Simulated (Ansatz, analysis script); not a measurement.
# Free-standing square Rh monolayer, spacing 3.069 Å: E(q) by the generalised Bloch theorem, part 2 of 2

Wanted: E(q) and the moments of a free-standing square Rh monolayer, spacing 3.069 Å along a path through the zone.

Ansatz 0.2.0; PBE, PAW set soft_1.

So far, energy a cell from q = 0 (meV): step 5 (q = (0, 0.1, 0)) 8.47.

**6. q = (0, 0.2, 0)**

Level of this step: Ansatz DFT, spin spiral by the generalised Bloch theorem, no spin-orbit coupling; PBE, PAW set soft_1; PAW set soft_1 (Ansatz).

input.yaml reads:

```yaml
crystal:
  lattice:
    - [3.069, 0.0, 0.0]
    - [0.0, 3.069, 0.0]
    - [0.0, 0.0, 14.0]
  atoms:
    - { symbol: Rh, position: [0.0, 0.0, 0.5], spin: 1.58, spin_axis: [1.0, 0.0, 0.0] }
kpoints:
  mp_grid: { grid: [20, 20, 1] }
hamiltonian:
  xc: pbe
  pseudopotentials: { kind: paw, azcp: { folder: soft_1 } }
scf:
  occupations: { method: fermi_dirac, width: 0.1 }
  max_iter: 120
  convergence: { dr2_threshold: 1.0e-08 }
  lower_state_search: "off"
basis:
  ecutwfc: 420.0
magnetization:
  noncollinear: true
  spin_spiral: { q: [0.0, 0.2, 0.0] }
checkpoint:
  read: start
```

Run with:

```console
$ ansatz run input.yaml --threads 1 --pin off --max-ram 2048MiB --backend cpu --events-out ev --progress --plain --runs-dir out
```

Numbers of over 12 decimals in the logs are rounded to 6 here.

The program printed:

```text
[...]
Crystal: 1 atoms, lattice volume = 131.863 Å³
Basis set: ecut = 420 eV, 2583 PW (Γ)
Bands: 26, of which v1, the nominal top of the filled ones, is band 17 counted from 1 (16 counted from 0)
Symmetry: 4 space group operations
k-points: 121 of 400
[...]
SCF iter  10: F=-6399.618380 eV  HF=-6399.618380 eV  |F-HF|=7.33e-10  |Δ(HF+E_count)|=   2.72e-8  Δρ=1.91e-6  dr2=1.62e-9  dr2_m=1.17e-9  ethr=4.40e-11  |M|=1.56e0 ∫|m|=1.64e0 μB  |m|>n=2.3e-2 m-floor=2.4e-2 τ_xc=5.0e-3 mc-row=2.4e-2  ⟨swp⟩=3.0  Hψ=7322  notcnv=0
SCF 1 converged in 10 iterations: F = -6399.618380 eV  dr2 = 1.62e-9
[...]
SCF converged after 10 iterations
Magnetization: |M| = 1.5640 μB,  M = (+1.5640, +0.0000, +0.0000) μB
Absolute magnetization: 1.6373 μB (∫|m|, with the PAW one-centre terms)
  site 0: m = (+1.5132, +0.0000, +0.0000) μB, |m| = 1.5132 μB  (R = 1.27 Å)
Free energy (F): -6399.618380 eV
[...]
Internal energy: -6399.488789 eV  (E = F + TS)
E sigma→0 (E₀):  -6399.553585 eV
Entropy (-TS):   -0.129591 eV (-129.591 meV/atom)
Fermi energy:    -2.189238 eV
[...]
```

Run time: 82 s. Hardware: 1 thread of Arm Neoverse V1, shared host; peak memory 0.94 GiB.

The energy of the cell lies 29.2 meV above that at q = 0, and the largest moment is 1.51 μB against 1.58 μB.

**7. q = (0.2, 0.2, 0)**

input.yaml, as its differences from that of step 6:

```diff
@@ -21,3 +21,3 @@
   noncollinear: true
-  spin_spiral: { q: [0.0, 0.2, 0.0] }
+  spin_spiral: { q: [0.2, 0.2, 0.0] }
 checkpoint:
```

The program printed:

```text
[...]
Crystal: 1 atoms, lattice volume = 131.863 Å³
Basis set: ecut = 420 eV, 2583 PW (Γ)
Bands: 26, of which v1, the nominal top of the filled ones, is band 17 counted from 1 (16 counted from 0)
Symmetry: 4 space group operations
k-points: 111 of 400
[...]
SCF iter  13: F=-6399.588201 eV  HF=-6399.588201 eV  |F-HF|=3.12e-9  |Δ(HF+E_count)|=   7.50e-9  Δρ=2.08e-6  dr2=5.58e-9  dr2_m=1.04e-9  ethr=5.88e-11  |M|=1.45e0 ∫|m|=1.55e0 μB  |m|>n=2.2e-2 m-floor=2.2e-2 τ_xc=6.0e-3 mc-row=2.2e-2  ⟨swp⟩=1.0  Hψ=8134  notcnv=0
SCF 1 converged in 13 iterations: F = -6399.588201 eV  dr2 = 5.58e-9
[...]
SCF converged after 13 iterations
Magnetization: |M| = 1.4475 μB,  M = (+1.4475, +0.0000, +0.0000) μB
Absolute magnetization: 1.5540 μB (∫|m|, with the PAW one-centre terms)
  site 0: m = (+1.4210, +0.0000, +0.0000) μB, |m| = 1.4210 μB  (R = 1.27 Å)
Free energy (F): -6399.588201 eV
[...]
Internal energy: -6399.442875 eV  (E = F + TS)
E sigma→0 (E₀):  -6399.515538 eV
Entropy (-TS):   -0.145326 eV (-145.326 meV/atom)
Fermi energy:    -2.172092 eV
[...]
```

Run time: 94 s. Hardware: 1 thread; peak memory 0.9 GiB.

The energy of the cell lies 59.4 meV above that at q = 0, and the largest moment is 1.42 μB against 1.58 μB.

**8. q = (0.5, 0.5, 0)**

input.yaml, as its differences from that of step 7:

```diff
@@ -21,3 +21,3 @@
   noncollinear: true
-  spin_spiral: { q: [0.2, 0.2, 0.0] }
+  spin_spiral: { q: [0.5, 0.5, 0.0] }
 checkpoint:
```

The program printed:

```text
[...]
Crystal: 1 atoms, lattice volume = 131.863 Å³
Basis set: ecut = 420 eV, 2583 PW (Γ)
Bands: 26, of which v1, the nominal top of the filled ones, is band 17 counted from 1 (16 counted from 0)
Symmetry: 4 space group operations
k-points: 111 of 400
[...]
SCF iter  13: F=-6399.502552 eV  HF=-6399.502552 eV  |F-HF|=1.24e-10  |Δ(HF+E_count)|=  4.35e-10  Δρ=1.12e-6  dr2=7.78e-10  dr2_m=3.14e-10  ethr=3.58e-11  |M|=8.99e-1 ∫|m|=1.09e0 μB  |m|>n=2.6e-2 m-floor=2.6e-2 τ_xc=4.4e-3 mc-row=2.6e-2  ⟨swp⟩=1.0  Hψ=7762  notcnv=0
SCF 1 converged in 13 iterations: F = -6399.502552 eV  dr2 = 7.78e-10
[...]
SCF converged after 13 iterations
Magnetization: |M| = 0.8989 μB,  M = (+0.8989, +0.0000, +0.0000) μB
Absolute magnetization: 1.0889 μB (∫|m|, with the PAW one-centre terms)
  site 0: m = (+0.9557, +0.0000, +0.0000) μB, |m| = 0.9557 μB  (R = 1.27 Å)
Free energy (F): -6399.502552 eV
[...]
Internal energy: -6399.346529 eV  (E = F + TS)
E sigma→0 (E₀):  -6399.424541 eV
Entropy (-TS):   -0.156023 eV (-156.023 meV/atom)
Fermi energy:    -2.099727 eV
[...]
```

Wall time 96 s (1 thread); peak memory 0.94 GiB.

The energy of the cell lies 145 meV above that at q = 0, and the largest moment is 0.956 μB against 1.58 μB.

The other 8 runs of this kind were made alike; their results stand in the table below.

**9. Analysis**

```tsv
q (reciprocal lattice)	path length (1/Å)	E(q) − E(0) (meV a magnetic atom)	|m| Rh no. 1 (μB)
(0, 0, 0)	0.000	0.00	1.58
(0, 0.1, 0)	0.205	8.47	1.56
(0, 0.2, 0)	0.409	29.22	1.51
(0, 0.4, 0)	0.819	67.17	1.36
(0, 0.5, 0)	1.024	72.30	1.32
(0.1, 0.5, 0)	1.228	80.61	1.30
(0.2, 0.5, 0)	1.433	103.23	1.24
(0.4, 0.5, 0)	1.843	141.96	1.02
(0.5, 0.5, 0)	2.047	145.05	0.96
(0.4, 0.4, 0)	2.337	137.64	1.06
(0.3, 0.3, 0)	2.626	107.56	1.24
(0.2, 0.2, 0)	2.916	59.40	1.42
(0.1, 0.1, 0)	3.205	16.95	1.54
(0, 0, 0)	3.495	0.00	1.58
```

**10. What came out**

| Quantity | Value |
| --- | --- |
| lowest point of the path | q = 0 |
| highest point | 145 meV a magnetic atom |

**Reading.** No spiral that was run lies below the ferromagnetic state at q = 0, and winding the moments costs up to 145 meV a magnetic atom. The moments change by at most 40 % from their size at q = 0, so they are itinerant and a model of rigid spins is rough. No spin model is given, since the moments change too much along the path. The 13 spiral runs took 23 min of wall time, added up. Energies are free energies at a smearing of 0.1 eV, and with partly filled levels differences shift, at times strongly, as the smearing goes to zero. The cell was taken as built, with atoms unrelaxed. In doubt: the program's search for lower states was switched off, so a lower magnetic state than those reached may exist.

[Logs and program files are shortened in this print: banners, set-up blocks, solver, clock and traceback lines can be left out without a mark of their own.]

[Logs are printed without paths, hosts, clocks, repeated set-up lines and the standing remarks that a program may print on its own settings, such as how far it seeks lower states.]

[Hosts, paths, dates, database ids (printed as entryN), source tags and the programs' standing remarks are cut or masked in the printed files.]
